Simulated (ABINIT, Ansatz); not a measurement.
**Rb2NaYF6 (Fm-3m): bands and cutoff in G0W0 with ABINIT**

What does each rung of G0W0 on Rb2NaYF6 (Fm-3m) cost, and what does it buy?

Program: ABINIT 10.8.3. Level of theory: PBEsol and many-body steps on it, plane waves. Results are calculated unless marked as measured.

## 1. Starting point

It takes space group Fm-3m (No. 225, cubic). The conventional cell has a = 8.895 Å, b = 8.895 Å, c = 8.895 Å, α = 90.00°, β = 90.00°, γ = 90.00°. Nearest to Rb lie 12 F at 3.15 Å. Na has 6 F at 2.28 Å nearest. Y has 6 F at 2.17 Å nearest. F has 1 Y at 2.17 Å and 1 Na at 2.28 Å and 4 Rb at 3.15 Å nearest. Farther neighbours and most contacts between anions are not listed.

Structure file:

```cif
data_structure
_symmetry_space_group_name_H-M 'P 1'
_symmetry_Int_Tables_number 1
_cell_length_a 6.2897
_cell_length_b 6.2897
_cell_length_c 6.2897
_cell_angle_alpha 60.000
_cell_angle_beta 60.000
_cell_angle_gamma 60.000
_cell_volume 175.95
loop_
_atom_site_label
_atom_site_type_symbol
_atom_site_fract_x
_atom_site_fract_y
_atom_site_fract_z
_atom_site_occupancy
Rb1 Rb 0.25000 0.25000 0.25000 1
Rb2 Rb 0.75000 0.75000 0.75000 1
Na3 Na 0.50000 0.50000 0.50000 1
Y4 Y 0.00000 0.00000 0.00000 1
F5 F 0.75600 0.24400 0.24400 1
F6 F 0.24400 0.75600 0.24400 1
F7 F 0.24400 0.75600 0.75600 1
F8 F 0.75600 0.24400 0.75600 1
F9 F 0.24400 0.24400 0.75600 1
F10 F 0.75600 0.75600 0.24400 1
```

The cell and positions come from the Crystallography Open Database and are kept as given unless a step says otherwise.

## 2. Empty states on the mesh, 2×2×2 mesh, 440 bands

This step: ABINIT 10.8.3; DFT, PBEsol, plane waves, norm-conserving pseudopotentials.

The sums over transitions need many empty states on a uniform mesh; this step solves for them.

Input file run.abi:

```
acell 3*1.0 Angstrom
rprim 
  -0.000000000000 4.447500000000 4.447500000000
  4.447500000000 -0.000000000000 4.447500000000
  4.447500000000 4.447500000000 -0.000000000000
ntypat 4
znucl 37 11 39 9
natom 10
typat 1 1 2 3 4 4 4 4 4 4
xred 
  0.250000000000 0.250000000000 0.250000000000
  0.750000000000 0.750000000000 0.750000000000
  0.500000000000 0.500000000000 0.500000000000
  0.000000000000 -0.000000000000 -0.000000000000
  0.756000000000 0.244000000000 0.244000000000
  0.244000000000 0.756000000000 0.244000000000
  0.244000000000 0.756000000000 0.756000000000
  0.756000000000 0.244000000000 0.756000000000
  0.244000000000 0.244000000000 0.756000000000
  0.756000000000 0.756000000000 0.244000000000
pp_dirpath "pseudos"
pseudos "Rb.upf, Na.upf, Y.upf, F.upf"
ecut 38
ngkpt 2 2 2
nshiftk 1
shiftk 0 0 0
kptopt 1
chksymbreak 0
iscf -2
irdden 1
istwfk *1
nband 440
nbdbuf 40
tolwfr 1e-09
nstep 60
prtvol 0
indata_prefix "in"
outdata_prefix "out"
tmpdata_prefix "tmp"
```

Command:

```sh
$ OMP_NUM_THREADS=2 mpirun -n 3 abinit run.abi > log
```

Numbers of over 12 decimals in the logs are rounded to 6 here.

What it wrote:

```text
.Version 10.8.3 of ABINIT. v10.8.2 released Aug 2026.

 Symmetries : space group Fm -3 m (#225); Bravais cF (face-center cubic)
[... echo of the input left out ...]
== DATASET  1 ==================================================================
-   mpi_nproc: 3, omp_nthreads: 2 (-1 if OMP is not activated)

--- !DatasetInfo
iteration_state: {dtset: 1, }
dimensions: {natom: 10, nkpt: 3, mband: 440, nsppol: 1, nspinor: 1, nspden: 1, mpw: 13323, }
cutoff_energies: {ecut:  38.0, pawecutdg:  -1.0, }
[...]
3.45007    3.53644    3.53664    3.53708    3.55105    3.55604    3.55649    3.55682
   3.55741    3.55846    3.56091    3.56169    3.56223    3.56383    3.56552    3.58759
 prteigrs : prtvol=0 or 1, do not print more k-points.

== END DATASET(S) ==============================================================
================================================================================

 -outvars: echo values of variables after computation  --------
            nband         440
             nkpt           3
          spgroup         225
 [... the other variables as echoed above ...]

 Calculation completed.
```

Elapsed: 8.7 min, on 3 MPI ranks of Intel Xeon Platinum 8259CL at 2.50GHz (Skylake/Cascade Lake), shared host; peak memory 0.7 GiB.

This step gave:

```yaml
gap: 6.522 eV
k_of_the_valence_top: 0, 0, 0
k_of_the_conduction_bottom: 0, 0, 0
least_direct_gap: 6.522 eV
k_points_computed: 3
lowest_point_of_the_top_converged_band_above_the_valence_top: 89.6906 eV
```

On this mesh the gap is 6.522 eV.

The density comes from a self-consistent run that is not shown.

## 3. Screening, 2×2×2 mesh, 85 bands, screening to 76.2 eV

The RPA dielectric matrix is built and inverted for each q.

This step: RPA screening on PBEsol, plane waves, norm-conserving pseudopotentials.

run.abi: that of step 2 with these lines changed.

```diff
@@ -28,10 +28,11 @@
 chksymbreak 0
-iscf -2
-irdden 1
 istwfk *1
-nband 440
-nbdbuf 40
-tolwfr 1e-09
-nstep 60
-prtvol 0
+occopt 1
+irdwfk 1
+optdriver 3
+nband 85
+ecuteps 2.8
+inclvkb 2
+awtr 1
+symchi 1
 indata_prefix "in"
```

Command:

```sh
$ OMP_NUM_THREADS=1 mpirun -n 8 abinit run.abi > log
```

What it wrote:

```text
.Version 10.8.3 of ABINIT. v10.8.2 released Aug 2026.

 Symmetries : space group Fm -3 m (#225); Bravais cF (face-center cubic)
[... echo of the input left out ...]
== DATASET  1 ==================================================================
-   mpi_nproc: 8, omp_nthreads: 1 (-1 if OMP is not activated)

--- !DatasetInfo
iteration_state: {dtset: 1, }
dimensions: {natom: 10, nkpt: 3, mband: 85, nsppol: 1, nspinor: 1, nspden: 1, mpw: 13323, }
cutoff_energies: {ecut:  38.0, pawecutdg:  -1.0, }
electrons: {nelect:   8.00000000E+01, charge:   0.00000000E+00, occopt:   1.00000000E+00, tsmear:   1.00000000E-02, }

 SCREENING: Calculation of the susceptibility and dielectric matrices

 Based on a program developped by R.W. Godby, V. Olevano, G. Onida, and L. Reining.
 Incorporated in ABINIT by V. Olevano, G.-M. Rignanese, and M. Torrent.
.Using double precision arithmetic ; gwpc =  8

[... cell and pseudopotentials left out ...]
--------------------------------------------------------------------------------

 ==== K-mesh for the wavefunctions ====
 Number of points in the irreducible wedge :     3
[... list of points left out ...]
 Together with 48 symmetry operations and time-reversal symmetry
 yields     8 points in the full Brillouin Zone.

 ==== Q-mesh for the screening function ====
 Number of points in the irreducible wedge :     3
[... list of points left out ...]
 Together with 48 symmetry operations and time-reversal symmetry
 yields     8 points in the full Brillouin Zone.

 setmesh: FFT mesh size selected  =    45x   45x   45
          total number of points  =        91125

 vcoul_init : cutoff-mode = AUXILIARY_FUNCTION
 q-points for optical limit:   1
     1)      0.000010    0.000020    0.000030

- screening: taking advantage of time-reversal symmetry
- Maximum band index for partially occupied states nbvw = 40
- Remaining bands to be divided among processors   nbcw = 45
- Number of bands treated by each node ~5

 Number of electrons calculated from density =   80.0000; Expected =   80.0000
 average of density, n =  0.067378
 r_s =    1.5245
 omega_plasma =   25.0388 [eV]

 calculating chi0 at frequencies [eV] :
  1    0.000000E+00    0.000000E+00
  2    0.000000E+00    2.503879E+01

--------------------------------------------------------------------------------
  q-point number  1        q = ( 0.000000, 0.000000, 0.000000) [r.l.u.]
--------------------------------------------------------------------------------
[... chi0 elements left out ...]
 For q-point:  0.000010 0.000020 0.000030
  dielectric constant =   1.9805
  dielectric constant without local fields =   2.1604

  Average fulfillment of the sum rule on Im[epsilon] for q-point    1 :     24.71  [%]
[... wings left out ...]
  q-point number  2        q = ( 0.500000, 0.000000, 0.000000) [r.l.u.]
--------------------------------------------------------------------------------
[... chi0 elements left out ...]
  Average fulfillment of the sum rule on Im[epsilon] for q-point    2 :     30.67  [%]

 [... 1 further q-points ...]
```

It took 30 s on 8 MPI ranks; peak memory 3.8 GiB.

Numbers from this step:

```
ε∞ with local fields, on this mesh, along the program's q direction : 1.980
the same without local fields                                       : 2.160
plasma frequency                                                    : 25.04 eV
plane waves in the screening matrix                                 : 283
```

Local fields lower ε∞ by 8 %. On a Γ-centred mesh this coarse the value itself is usually too large, while a short band sum pulls it down.

## 4. 85 bands, 76.2 eV

The self-energy is evaluated for the states that the input lists, and the levels follow from it, in one-shot runs by the linearised quasiparticle equation.

This step: G0W0 on PBEsol, plane waves, norm-conserving pseudopotentials.

run.abi: that of step 3 with these lines changed.

```diff
@@ -31,8 +31,15 @@
 irdwfk 1
-optdriver 3
+optdriver 4
 nband 85
+gwcalctyp 0
+ecutsigx 38
+symsigma 1
+nkptgw 1
+kptgw 
+  0.0000000000 0.0000000000 0.0000000000
+bdgw 
+  38 44
 ecuteps 2.8
-inclvkb 2
-awtr 1
-symchi 1
+irdscr 1
+ppmodel 1
 indata_prefix "in"
```

What it wrote:

```text
.Version 10.8.3 of ABINIT. v10.8.2 released Aug 2026.

 Symmetries : space group Fm -3 m (#225); Bravais cF (face-center cubic)
[... echo of the input left out ...]
== DATASET  1 ==================================================================
-   mpi_nproc: 8, omp_nthreads: 1 (-1 if OMP is not activated)

--- !DatasetInfo
iteration_state: {dtset: 1, }
dimensions: {natom: 10, nkpt: 3, mband: 85, nsppol: 1, nspinor: 1, nspden: 1, mpw: 13323, }
cutoff_energies: {ecut:  38.0, pawecutdg:  -1.0, }
electrons: {nelect:   8.00000000E+01, charge:   0.00000000E+00, occopt:   1.00000000E+00, tsmear:   1.00000000E-02, }

 SIGMA: Calculation of the GW corrections

 Based on a program developped by R.W. Godby, V. Olevano, G. Onida, and L. Reining.
 Incorporated in ABINIT by V. Olevano, G.-M. Rignanese, and M. Torrent.
.Using double precision arithmetic ; gwpc =  8

[... cell and pseudopotentials left out ...]
--------------------------------------------------------------------------------

 ==== K-mesh for the wavefunctions ====
 Number of points in the irreducible wedge :     3
[... list of points left out ...]
 Together with 48 symmetry operations and time-reversal symmetry
 yields     8 points in the full Brillouin Zone.

 ==== Q-mesh for screening function ====
 Number of points in the irreducible wedge :     3
[... list of points left out ...]
 Together with 48 symmetry operations and time-reversal symmetry
 yields     8 points in the full Brillouin Zone.

 vcoul_init : cutoff-mode = AUXILIARY_FUNCTION
 q-points for optical limit:   1
     1)      0.000010    0.000020    0.000030
 setmesh: FFT mesh size selected  =    72x   72x   72
          total number of points  =       373248

 Number of electrons calculated from density =   80.0000; Expected =   80.0000
 average of density, n =  0.067378
 r_s =    1.5245
 omega_plasma =   25.0388 [eV]

 === KS Band Gaps ===
  >>>> For spin  1
   Minimum direct gap =   6.5218 [eV], located at k-point      :   0.0000  0.0000  0.0000
   Fundamental gap    =   6.5218 [eV], Top of valence bands at :   0.0000  0.0000  0.0000
                                       Bottom of conduction at :   0.0000  0.0000  0.0000
 SIGMA fundamental parameters:
 PLASMON POLE MODEL  1
 number of plane-waves for SigmaX                13323
 number of plane-waves for SigmaC and W            283
 number of plane-waves for wavefunctions         13323
 number of bands                                    85
 number of independent spin polarizations            1
 number of spinorial components                      1
 number of k-points in IBZ                           3
 number of q-points in IBZ                           3
 number of symmetry operations                      48
 number of k-points in BZ                            8
 number of q-points in BZ                            8
 number of frequencies for dSigma/dE                 9
 frequency step for dSigma/dE [eV]                0.25
 number of omega for Sigma on real axis              0
 max omega for Sigma on real axis  [eV]           0.00
 zcut for avoiding poles [eV]                     0.10

 EPSILON^-1 parameters (SCR file):
 dimension of the eps^-1 matrix on file            283
 dimension of the eps^-1 matrix used               283
 number of plane-waves for wavefunctions         13323
 number of bands                                    85
 number of q-points in IBZ                           3
 number of frequencies                               2
 number of real frequencies                          1
 number of imag frequencies                          1

 matrix elements of self-energy operator (all in [eV])

 Perturbative Calculation

--- !SelfEnergy_ee
iteration_state: {dtset: 1, }
kpoint     : [   0.000,    0.000,    0.000, ]
spin       : 1
KS_gap     :    6.522
QP_gap     :   10.446
Delta_QP_KS:    3.924
data: !SigmaeeData |
     Band     E0 <VxcDFT>   SigX SigC(E0)      Z dSigC/dE  Sig(E)    E-E0       E
       38  -1.244 -22.129 -29.447   4.930   0.801  -0.249 -24.041  -1.913  -3.156
       39  -1.244 -22.129 -29.447   4.930   0.801  -0.249 -24.041  -1.913  -3.156
       40  -1.244 -22.129 -29.447   4.930   0.801  -0.249 -24.041  -1.913  -3.156
       41   5.278  -8.623  -4.270  -2.127   0.903  -0.107  -6.611   2.011   7.290
       42   7.080 -13.543  -7.561  -2.021   0.884  -0.131 -10.041   3.502  10.582
       43   7.080 -13.543  -7.561  -2.021   0.884  -0.131 -10.041   3.502  10.582
       44   7.080 -13.543  -7.561  -2.021   0.884  -0.131 -10.041   3.502  10.582

== END DATASET(S) ==============================================================
================================================================================

 -outvars: echo values of variables after computation  --------
           etotal      0.0000000000E+00
            nband          85
             nkpt           3
          spgroup         225
 [... the other variables as echoed above ...]

 Calculation completed.
```

Wall time 11 s (8 MPI ranks); peak memory 3.3 GiB; 86 s of CPU time.

Numbers from this step:

| Item | Value |
| --- | --- |
| G0W0 gap on the points computed | 10.45 eV |
| starting gap on the mesh | 6.522 eV |
| k of the valence top | 0, 0, 0 |
| k of the conduction bottom | 0, 0, 0 |
| Z at the valence top | 0.801 |
| Z at the conduction bottom | 0.903 |
| least direct G0W0 gap on the computed points | 10.45 eV |

The gap on the mesh goes from 6.52 eV to 10.45 eV, a correction of +3.92 eV.

## 5. Screening, 2×2×2 mesh, 187 bands, screening to 141.5 eV

This step: RPA screening on PBEsol, plane waves, norm-conserving pseudopotentials.

run.abi: that of step 4 with these lines changed.

```diff
@@ -31,15 +31,8 @@
 irdwfk 1
-optdriver 4
-nband 85
-gwcalctyp 0
-ecutsigx 38
-symsigma 1
-nkptgw 1
-kptgw 
-  0.0000000000 0.0000000000 0.0000000000
-bdgw 
-  38 44
-ecuteps 2.8
-irdscr 1
-ppmodel 1
+optdriver 3
+nband 187
+ecuteps 5.2
+inclvkb 2
+awtr 1
+symchi 1
 indata_prefix "in"
```

What it wrote:

```text
.Version 10.8.3 of ABINIT. v10.8.2 released Aug 2026.

 Symmetries : space group Fm -3 m (#225); Bravais cF (face-center cubic)
[... echo of the input left out ...]
== DATASET  1 ==================================================================
-   mpi_nproc: 8, omp_nthreads: 1 (-1 if OMP is not activated)

--- !DatasetInfo
iteration_state: {dtset: 1, }
dimensions: {natom: 10, nkpt: 3, mband: 187, nsppol: 1, nspinor: 1, nspden: 1, mpw: 13323, }
cutoff_energies: {ecut:  38.0, pawecutdg:  -1.0, }
electrons: {nelect:   8.00000000E+01, charge:   0.00000000E+00, occopt:   1.00000000E+00, tsmear:   1.00000000E-02, }

 SCREENING: Calculation of the susceptibility and dielectric matrices

 Based on a program developped by R.W. Godby, V. Olevano, G. Onida, and L. Reining.
 Incorporated in ABINIT by V. Olevano, G.-M. Rignanese, and M. Torrent.
.Using double precision arithmetic ; gwpc =  8

[... cell and pseudopotentials left out ...]
--------------------------------------------------------------------------------

 ==== K-mesh for the wavefunctions ====
 Number of points in the irreducible wedge :     3
[... list of points left out ...]
 Together with 48 symmetry operations and time-reversal symmetry
 yields     8 points in the full Brillouin Zone.

 ==== Q-mesh for the screening function ====
 Number of points in the irreducible wedge :     3
[... list of points left out ...]
 Together with 48 symmetry operations and time-reversal symmetry
 yields     8 points in the full Brillouin Zone.

 setmesh: FFT mesh size selected  =    45x   45x   45
          total number of points  =        91125

 vcoul_init : cutoff-mode = AUXILIARY_FUNCTION
 q-points for optical limit:   1
     1)      0.000010    0.000020    0.000030

- screening: taking advantage of time-reversal symmetry
- Maximum band index for partially occupied states nbvw = 40
- Remaining bands to be divided among processors   nbcw = 147
- Number of bands treated by each node ~18

 Number of electrons calculated from density =   80.0000; Expected =   80.0000
 average of density, n =  0.067378
 r_s =    1.5245
 omega_plasma =   25.0388 [eV]

 calculating chi0 at frequencies [eV] :
  1    0.000000E+00    0.000000E+00
  2    0.000000E+00    2.503879E+01

--------------------------------------------------------------------------------
  q-point number  1        q = ( 0.000000, 0.000000, 0.000000) [r.l.u.]
--------------------------------------------------------------------------------
[... chi0 elements left out ...]
 For q-point:  0.000010 0.000020 0.000030
  dielectric constant =   2.0455
  dielectric constant without local fields =   2.2619

  Average fulfillment of the sum rule on Im[epsilon] for q-point    1 :     48.73  [%]
[... wings left out ...]
  q-point number  2        q = ( 0.500000, 0.000000, 0.000000) [r.l.u.]
--------------------------------------------------------------------------------
[... chi0 elements left out ...]
  Average fulfillment of the sum rule on Im[epsilon] for q-point    2 :     53.45  [%]

 [... 1 further q-points ...]
```

It took 84 s on 8 MPI ranks; peak memory 4.5 GiB.

Numbers from this step:

| Quantity | Value |
| --- | --- |
| ε∞ with local fields, on this mesh, along the program's q direction | 2.046 |
| the same without local fields | 2.262 |
| plasma frequency | 25.04 eV |
| plane waves in the screening matrix | 645 |

(Part 1 of 2 ends here.)

[Paths, hosts, dates, memory and timing lines, banners, echoed tables and standing remarks are left out of the program output.]

[Logs are printed without paths, hosts, clocks, repeated set-up lines and the standing remarks that a program may print on its own settings, such as how far it seeks lower states.]

[Runs of the session that timed out or met a known fault of the program may be left out.]

[Hosts, paths, dates, database ids (printed as entryN), source tags and the programs' standing remarks are cut or masked in the printed files.]

[G0W0 gaps are taken among the corrected bands and points alone; a level outside them can change the order at an edge.]

[Where Ansatz stands beside ABINIT at settings called matched, ABINIT's density can come from a denser mesh and the files from another edition; pairs whose starting gaps differed by over 0.03 eV were left out, so agreement reads better than it is.]
